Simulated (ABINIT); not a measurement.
## RbTaS3 (Pm-3m): zone-centre phonons

Which modes does RbTaS3 (Pm-3m) have at the zone centre?

Method: DFT LDA, scalar-relativistic, plane waves, PseudoDojo norm-conserving pseudopotentials, in ABINIT 10.8.3.

The structure was built from a prototype and need not be the compound's stable phase.

## Step 1: The structure

The structure is cubic, space group Pm-3m (No. 221). Conventional cell: a = 4.861 Å, b = 4.861 Å, c = 4.861 Å, α = 90.00°, β = 90.00°, γ = 90.00°. Nearest to Rb lie 12 S at 3.44 Å. Ta has 6 S at 2.43 Å nearest. Nearest to S lie 2 Ta at 2.43 Å and 4 Rb at 3.44 Å. Farther neighbours and most contacts between anions are not listed.

## Step 2: A first look

A first run with smearing and empty bands tells whether the crystal has a gap, which decides between fixed occupations and smearing later on.

Input file probe.abi:

```
# ground state
tolvrs 1.0d-08
prtden 1
prtwf 1

# basis, mesh and filling
ecut 25.0
ngkpt 4 4 4
nshiftk 1
shiftk 0.0 0.0 0.0
istwfk *1
occopt 7
tsmear 0.005
nband 29
nstep 100
diemac 9.0
prtebands 0
prtgsr 0

# cell and atoms
acell 9.185580747 9.185580747 9.185580747
rprim 
    1.0 0.0 0.0
    0.0 1.0 0.0
    0.0 0.0 1.0
ntypat 3
znucl 37 73 16
natom 5
typat 1 2 3 3 3
xred 
    0.0 0.0 0.0
    0.5 0.5 0.5
    0.5 0.5 0.0
    0.5 0.0 0.5
    0.0 0.5 0.5
pp_dirpath "./pseudo"
pseudos "Rb.upf, Ta.upf, S.upf"
```

The run is started by

```sh
> OMP_NUM_THREADS=1 mpirun -n 4 abinit probe.abi > probe.log
```

Numbers of over 12 decimals in the logs are rounded to 6 here.

probe.abo, the main output file:

```text
[banners, grids, parts of the stress and lines that vanish by symmetry left out]
- input  file    -> probe.abi
- output file    -> probe.abo
- root for input  files -> probei
[...]
Symmetries : space group Pm -3 m (#221); Bravais cP (primitive cubic)
[...]
mpw =        4680          nfft =       91125          nkpt =          10
[...]
== DATASET  1 ==================================================================
[...]
cutoff_energies: {ecut:  25.0, pawecutdg:  -1.0, }
[...]
ETOT  1  -125.43118383722    -1.254E+02 5.366E-02 5.506E+02
 ETOT  2  -124.91253285830     5.187E-01 1.086E-01 2.824E+03
 ETOT  3  -125.64261864210    -7.301E-01 6.741E-03 1.428E+00
 ETOT  4  -125.64319399285    -5.754E-04 2.264E-03 1.882E-01
 ETOT  5  -125.64323800843    -4.402E-05 1.121E-03 1.064E-02
 ETOT  6  -125.64323964103    -1.633E-06 1.140E-03 5.030E-05
 ETOT  7  -125.64323964922    -8.196E-09 8.389E-04 1.196E-05
 ETOT  8  -125.64323965122    -1.999E-09 6.903E-04 8.141E-08
 ETOT  9  -125.64323965125    -3.217E-11 4.177E-04 8.235E-10
 At SCF step    9       vres2   =  8.23E-10 < tolvrs=  1.00E-08 =>converged.
[...]
sigma(1 1)=  1.63928169E-04  sigma(3 2)=  0.00000000E+00
  sigma(2 2)=  1.63928169E-04  sigma(3 1)=  0.00000000E+00
  sigma(3 3)=  1.63928169E-04  sigma(2 1)=  0.00000000E+00
[...]
convergence: {deltae: -3.217E-11, res2:  8.235E-10, residm:  4.177E-04, diffor: null, }
etotal    :  -1.25643240E+02
[...]
sigma(1 1)=  1.63928169E-04  sigma(3 2)=  0.00000000E+00
  sigma(2 2)=  1.63928169E-04  sigma(3 1)=  0.00000000E+00
  sigma(3 3)=  1.63928169E-04  sigma(2 1)=  0.00000000E+00
[...]
- sigma(1 1)=  4.82293326E+00  sigma(3 2)=  0.00000000E+00
- sigma(2 2)=  4.82293326E+00  sigma(3 1)=  0.00000000E+00
- sigma(3 3)=  4.82293326E+00  sigma(2 1)=  0.00000000E+00
[...]
fcart     -0.0000000000E+00 -0.0000000000E+00 -0.0000000000E+00
           strten      1.6392816946E-04  1.6392816946E-04  1.6392816946E-04
================================================================================

[key lines of the parts left out:]
pressure_GPa:  -4.8229E+00
```

The job ended after 22 s (4 MPI ranks of Arm Neoverse V1, shared host; 87 s of CPU time).

This step gave:

- volume per atom: 22.97 Å³
- pressure: -4.823 GPa
- gap on the k-mesh: 0 eV

No gap opens on this mesh, so smearing is kept; the printed pressure holds the stress of the finite basis too.

## Step 3: Rough relaxation

The typed start is rough, so a first relaxation with smearing and loose thresholds takes it towards rest cheaply.

Input file prerelax.abi:

```
# relaxation
ionmov 2
optcell 2
dilatmx 1.15
chkdilatmx 0
ntime 40
tolmxf 3.0d-04
tolvrs 1.0d-10
prtwf 0
prtden 0
chksymtnons 0

# basis, mesh and filling
ecut 26.0
ecutsm 3.0
ngkpt 4 4 4
nshiftk 1
shiftk 0.0 0.0 0.0
istwfk *1
occopt 7
tsmear 0.005
nband 29
nstep 100
diemac 1000000.0
prtebands 0
prtgsr 0

# cell and atoms
acell 9.185580747 9.185580747 9.185580747
rprim 
    1.0 0.0 0.0
    0.0 1.0 0.0
    0.0 0.0 1.0
ntypat 3
znucl 37 73 16
natom 5
typat 1 2 3 3 3
xred 
    0.0 0.0 0.0
    0.5 0.5 0.5
    0.5 0.5 0.0
    0.5 0.0 0.5
    0.0 0.5 0.5
pp_dirpath "./pseudo"
pseudos "Rb.upf, Ta.upf, S.upf"
```

The run is started by

```sh
> OMP_NUM_THREADS=1 mpirun -n 4 abinit prerelax.abi > prerelax.log
```

prerelax.abo, the main output file:

```text
[banners, grids, parts of the stress and lines that vanish by symmetry left out]
- input  file    -> prerelax.abi
- output file    -> prerelax.abo
- root for input  files -> prerelaxi
[...]
Symmetries : space group Pm -3 m (#221); Bravais cP (primitive cubic)
[...]
mpw =        7568          nfft =      125000          nkpt =          10
[...]
== DATASET  1 ==================================================================
[...]
cutoff_energies: {ecut:  26.0, pawecutdg:  -1.0, }
[...]
ETOT  1  -125.43229272564    -1.254E+02 6.871E-02 7.509E+02
 ETOT  2  -125.14879061965     2.835E-01 1.278E-02 2.635E+03
 ETOT  3  -125.64267859688    -4.939E-01 3.260E-03 2.884E+00
 ETOT  4  -125.64312515377    -4.466E-04 3.313E-03 2.954E-01
 ETOT  5  -125.64314744821    -2.229E-05 7.632E-04 3.179E-02
[...]
At SCF step   11       vres2   =  2.13E-12 < tolvrs=  1.00E-10 =>converged.
[...]
ETOT  9  -125.64665703794    -4.107E-12 1.477E-08 7.940E-12
 At SCF step    9       vres2   =  7.94E-12 < tolvrs=  1.00E-10 =>converged.
[...]
sigma(1 1)=  6.34351707E-07  sigma(3 2)=  0.00000000E+00
  sigma(2 2)=  6.34351707E-07  sigma(3 1)=  0.00000000E+00
  sigma(3 3)=  6.34351707E-07  sigma(2 1)=  0.00000000E+00
[...]
convergence: {deltae: -4.107E-12, res2:  7.940E-12, residm:  1.477E-08, diffor: null, }
etotal    :  -1.25646657E+02
[...]
At Broyd/MD step   4, gradients are converged :
[...]
sigma(1 1)=  6.34351707E-07  sigma(3 2)=  0.00000000E+00
  sigma(2 2)=  6.34351707E-07  sigma(3 1)=  0.00000000E+00
  sigma(3 3)=  6.34351707E-07  sigma(2 1)=  0.00000000E+00
[...]
- sigma(1 1)=  1.86632716E-02  sigma(3 2)=  0.00000000E+00
- sigma(2 2)=  1.86632716E-02  sigma(3 1)=  0.00000000E+00
- sigma(3 3)=  1.86632716E-02  sigma(2 1)=  0.00000000E+00
[...]
fcart     -0.0000000000E+00 -0.0000000000E+00 -0.0000000000E+00
           strten      6.3435170745E-07  6.3435170745E-07  6.3435170745E-07
================================================================================

[key lines of the parts left out:]
pressure_GPa:  -1.8663E-02
Total energy (etotal) [Ha]= -1.25646657037942E+02
```

Elapsed: 2.1 min, on 4 MPI ranks.

The steps of the relaxation:

| step | energy less that of the first step (eV) | largest force (eV/Å) | volume (Å³) |
| --- | --- | --- | --- |
| 1 | 0.0000 | 0.0000 | 114.85 |
| 2 | -0.0430 | 0.0000 | 113.20 |
| 3 | -0.0951 | 0.0000 | 108.33 |
| 4 | -0.0954 | 0.0000 | 108.71 |

| conventional cell, symmetrised | before | after | change |
| --- | --- | --- | --- |
| a (Å) | 4.861 | 4.773 | -1.8 % |
| b (Å) | 4.861 | 4.773 | -1.8 % |
| c (Å) | 4.861 | 4.773 | -1.8 % |
| volume (Å³/atom) | 22.97 | 21.74 | -5.3 % |

Read from the output:

```
volume per atom : 21.74 Å³
pressure        : -0.01866 GPa
```

The volume changes by -5.3 % in this run and stands -5.3 % from the first cell.

## Step 4: Relaxation

The harmonic expansion needs vanishing forces, and a free crystal bears no stress, so cell and atoms are brought to rest. Stress is more sensitive to the basis than forces are: the last 3 Ha under the cutoff are smoothed with ecutsm, and the cutoff is raised above that of the later runs.

Input file relax.abi:

```
# relaxation
ionmov 2
optcell 2
dilatmx 1.08
ntime 40
tolmxf 1.0d-05
tolvrs 1.0d-14
prtwf 0
prtden 0
chksymtnons 0

# basis, mesh and filling
ecut 32.0
ecutsm 3.0
ngkpt 6 6 6
nshiftk 1
shiftk 0.0 0.0 0.0
istwfk *1
occopt 7
tsmear 0.01
nband 29
nstep 100
diemac 1000000.0
prtebands 0
prtgsr 0

# cell and atoms
acell 9.018968697 9.018968697 9.018968697
rprim 
    1.0 0.0 0.0
    0.0 1.0 0.0
    0.0 0.0 1.0
ntypat 3
znucl 37 73 16
natom 5
typat 1 2 3 3 3
xred 
    0.0 0.0 0.0
    0.5 0.5 0.5
    0.5 0.5 0.0
    0.5 0.0 0.5
    0.0 0.5 0.5
pp_dirpath "./pseudo"
pseudos "Rb.upf, Ta.upf, S.upf"
```

The run is started by

```sh
> OMP_NUM_THREADS=1 mpirun -n 4 abinit relax.abi > relax.log
```

relax.abo, the main output file:

```text
[banners, grids, parts of the stress and lines that vanish by symmetry left out]
- input  file    -> relax.abi
- output file    -> relax.abo
- root for input  files -> relaxi
[...]
Symmetries : space group Pm -3 m (#221); Bravais cP (primitive cubic)
[...]
mpw =        8045          nfft =      125000          nkpt =          20
[...]
== DATASET  1 ==================================================================
[...]
cutoff_energies: {ecut:  32.0, pawecutdg:  -1.0, }
[...]
ETOT  1  -125.47033386341    -1.255E+02 7.622E-02 5.776E+02
 ETOT  2  -125.24465487623     2.257E-01 2.247E-02 2.172E+03
 ETOT  3  -125.64525441908    -4.006E-01 4.036E-03 4.754E+00
 ETOT  4  -125.64596264139    -7.082E-04 8.844E-03 5.430E-01
 ETOT  5  -125.64605156067    -8.892E-05 3.021E-03 4.155E-02
[...]
At SCF step   13       vres2   =  7.41E-16 < tolvrs=  1.00E-14 =>converged.
[...]
sigma(1 1)= -1.50072668E-05  sigma(3 2)=  0.00000000E+00
  sigma(2 2)= -1.50072668E-05  sigma(3 1)=  0.00000000E+00
  sigma(3 3)= -1.50072668E-05  sigma(2 1)=  0.00000000E+00
[...]
convergence: {deltae: -3.084E-12, res2:  7.412E-16, residm:  4.758E-04, diffor: null, }
etotal    :  -1.25646056E+02
[...]
ETOT  1  -125.64587751089    -1.256E+02 2.681E-04 1.417E+00
[...]
At SCF step   11       vres2   =  4.66E-16 < tolvrs=  1.00E-14 =>converged.
[...]
sigma(1 1)= -1.05284944E-05  sigma(3 2)=  0.00000000E+00
  sigma(2 2)= -1.05284944E-05  sigma(3 1)=  0.00000000E+00
  sigma(3 3)= -1.05284944E-05  sigma(2 1)=  0.00000000E+00
[...]
convergence: {deltae:  7.603E-12, res2:  4.661E-16, residm:  9.491E-05, diffor: null, }
etotal    :  -1.25646068E+02
[...]
ETOT  1  -125.64503036457    -1.256E+02 7.543E-05 7.818E+00
[...]
ETOT 10  -125.64608058621     4.434E-12 1.242E-05 7.639E-13
 ETOT 11  -125.64608058622    -4.093E-12 8.118E-06 5.077E-15
 At SCF step   11       vres2   =  5.08E-15 < tolvrs=  1.00E-14 =>converged.
[...]
sigma(1 1)= -6.32724229E-08  sigma(3 2)=  0.00000000E+00
  sigma(2 2)= -6.32724228E-08  sigma(3 1)=  0.00000000E+00
  sigma(3 3)= -6.32724228E-08  sigma(2 1)=  0.00000000E+00
[...]
convergence: {deltae: -4.093E-12, res2:  5.077E-15, residm:  8.118E-06, diffor: null, }
etotal    :  -1.25646081E+02
[...]
At Broyd/MD step   3, gradients are converged :
[...]
sigma(1 1)= -6.32724229E-08  sigma(3 2)=  0.00000000E+00
  sigma(2 2)= -6.32724228E-08  sigma(3 1)=  0.00000000E+00
  sigma(3 3)= -6.32724228E-08  sigma(2 1)=  0.00000000E+00
[...]
- sigma(1 1)= -1.86153895E-03  sigma(3 2)=  0.00000000E+00
- sigma(2 2)= -1.86153895E-03  sigma(3 1)=  0.00000000E+00
- sigma(3 3)= -1.86153895E-03  sigma(2 1)=  0.00000000E+00
[...]
fcart     -0.0000000000E+00 -0.0000000000E+00 -0.0000000000E+00
           strten     -6.3272422851E-08 -6.3272422847E-08 -6.3272422841E-08
================================================================================

[key lines of the parts left out:]
pressure_GPa:   1.8615E-03
Total energy (etotal) [Ha]= -1.25646080586215E+02
```

It took 3 min on 4 MPI ranks; 12 min of CPU time.

The steps of the relaxation:

| step | energy less that of the first step (eV) | largest force (eV/Å) | volume (Å³) |
| --- | --- | --- | --- |
| 1 | 0.0000 | 0.0000 | 108.71 |
| 2 | -0.0003 | 0.0000 | 108.86 |
| 3 | -0.0007 | 0.0000 | 109.21 |

| conventional cell, symmetrised | before | after | change |
| --- | --- | --- | --- |
| a (Å) | 4.773 | 4.780 | +0.2 % |
| b (Å) | 4.773 | 4.780 | +0.2 % |
| c (Å) | 4.773 | 4.780 | +0.2 % |
| volume (Å³/atom) | 21.74 | 21.84 | +0.5 % |

Final coordinates:

```cif
data_structure
_symmetry_space_group_name_H-M 'P 1'
_symmetry_Int_Tables_number 1
_cell_length_a 4.7799
_cell_length_b 4.7799
_cell_length_c 4.7799
_cell_angle_alpha 90.000
_cell_angle_beta 90.000
_cell_angle_gamma 90.000
_cell_volume 109.21
loop_
_atom_site_label
_atom_site_type_symbol
_atom_site_fract_x
_atom_site_fract_y
_atom_site_fract_z
_atom_site_occupancy
Rb1 Rb 0.00000 0.00000 0.00000 1
Ta2 Ta 0.50000 0.50000 0.50000 1
S3 S 0.50000 0.50000 0.00000 1
S4 S 0.50000 0.00000 0.50000 1
S5 S 0.00000 0.50000 0.50000 1
```

This step gave:

```
volume per atom : 21.84 Å³
pressure        : 0.001862 GPa
```

The volume changes by +0.5 % in this run and stands -4.9 % from the first cell.

## Step 5: Ground state

First-order wavefunctions inherit every error of the ground state, hence the very tight tolvrs. Smearing stays on, as the first look found no gap above 0.3 eV.

Input file gs.abi:

```
# ground state
tolvrs 1.0d-16
prtden 1
prtwf 1

# basis, mesh and filling
ecut 25.0
ngkpt 6 6 6
nshiftk 1
shiftk 0.0 0.0 0.0
istwfk *1
occopt 7
tsmear 0.01
nband 29
nstep 100
diemac 1000000.0
prtebands 0
prtgsr 0

# cell and atoms
acell 9.032617799 9.032617799 9.032617799
rprim 
    1.0 0.0 0.0
    0.0 1.0 0.0
    0.0 0.0 1.0
ntypat 3
znucl 37 73 16
natom 5
typat 1 2 3 3 3
xred 
    0.0 0.0 0.0
    0.5 0.5 0.5
    0.5 0.5 0.0
    0.5 0.0 0.5
    0.0 0.5 0.5
pp_dirpath "./pseudo"
pseudos "Rb.upf, Ta.upf, S.upf"
```

The run is started by

```sh
> OMP_NUM_THREADS=1 mpirun -n 4 abinit gs.abi > gs.log
```

gs.abo, the main output file:

```text
[banners, grids, parts of the stress and lines that vanish by symmetry left out]
- input  file    -> gs.abi
- output file    -> gs.abo
- root for input  files -> gsi
[...]
Symmetries : space group Pm -3 m (#221); Bravais cP (primitive cubic)
[...]
mpw =        4436          nfft =       91125          nkpt =          20
[...]
== DATASET  1 ==================================================================
[...]
cutoff_energies: {ecut:  25.0, pawecutdg:  -1.0, }
[...]
ETOT  1  -125.46970776569    -1.255E+02 6.178E-02 4.373E+02
 ETOT  2  -125.21682211236     2.529E-01 1.675E-02 1.688E+03
 ETOT  3  -125.64503598157    -4.282E-01 1.711E-02 3.376E+00
 ETOT  4  -125.64576794844    -7.320E-04 4.197E-03 3.782E-01
 ETOT  5  -125.64585378083    -8.583E-05 2.392E-03 2.866E-02
[...]
ETOT 13  -125.64585783033     5.116E-12 7.196E-05 1.359E-15
 ETOT 14  -125.64585783035    -1.224E-11 1.515E-04 9.652E-18
 At SCF step   14       vres2   =  9.65E-18 < tolvrs=  1.00E-16 =>converged.
[...]
sigma(1 1)=  3.51200038E-06  sigma(3 2)=  0.00000000E+00
  sigma(2 2)=  3.51200038E-06  sigma(3 1)=  0.00000000E+00
  sigma(3 3)=  3.51200038E-06  sigma(2 1)=  0.00000000E+00
[...]
convergence: {deltae: -1.224E-11, res2:  9.652E-18, residm:  1.515E-04, diffor: null, }
etotal    :  -1.25645858E+02
[...]
sigma(1 1)=  3.51200038E-06  sigma(3 2)=  0.00000000E+00
  sigma(2 2)=  3.51200038E-06  sigma(3 1)=  0.00000000E+00
  sigma(3 3)=  3.51200038E-06  sigma(2 1)=  0.00000000E+00
[...]
- sigma(1 1)=  1.03326619E-01  sigma(3 2)=  0.00000000E+00
- sigma(2 2)=  1.03326619E-01  sigma(3 1)=  0.00000000E+00
- sigma(3 3)=  1.03326619E-01  sigma(2 1)=  0.00000000E+00
[...]
fcart     -0.0000000000E+00 -0.0000000000E+00 -0.0000000000E+00
           strten      3.5120003837E-06  3.5120003837E-06  3.5120003837E-06
================================================================================

[key lines of the parts left out:]
pressure_GPa:  -1.0333E-01
```

Elapsed: 47 s, on 4 MPI ranks; 3.1 min of CPU time.

This step gave:

```
pressure : -0.1033 GPa
```

The cell stands at -0.10 GPa: the relaxation ran with a smoothed and higher cutoff, and the difference is a stress of the finite basis.

(Continued in part 2 of 4.)

[Host names and launcher messages were left out of these logs when they were recorded.]

[Logs are printed without paths, hosts, clocks, repeated set-up lines and the standing remarks that a program may print on its own settings, such as how far it seeks lower states.]

[Hosts, paths, dates, database ids (printed as entryN), source tags and the programs' standing remarks are cut or masked in the printed files.]
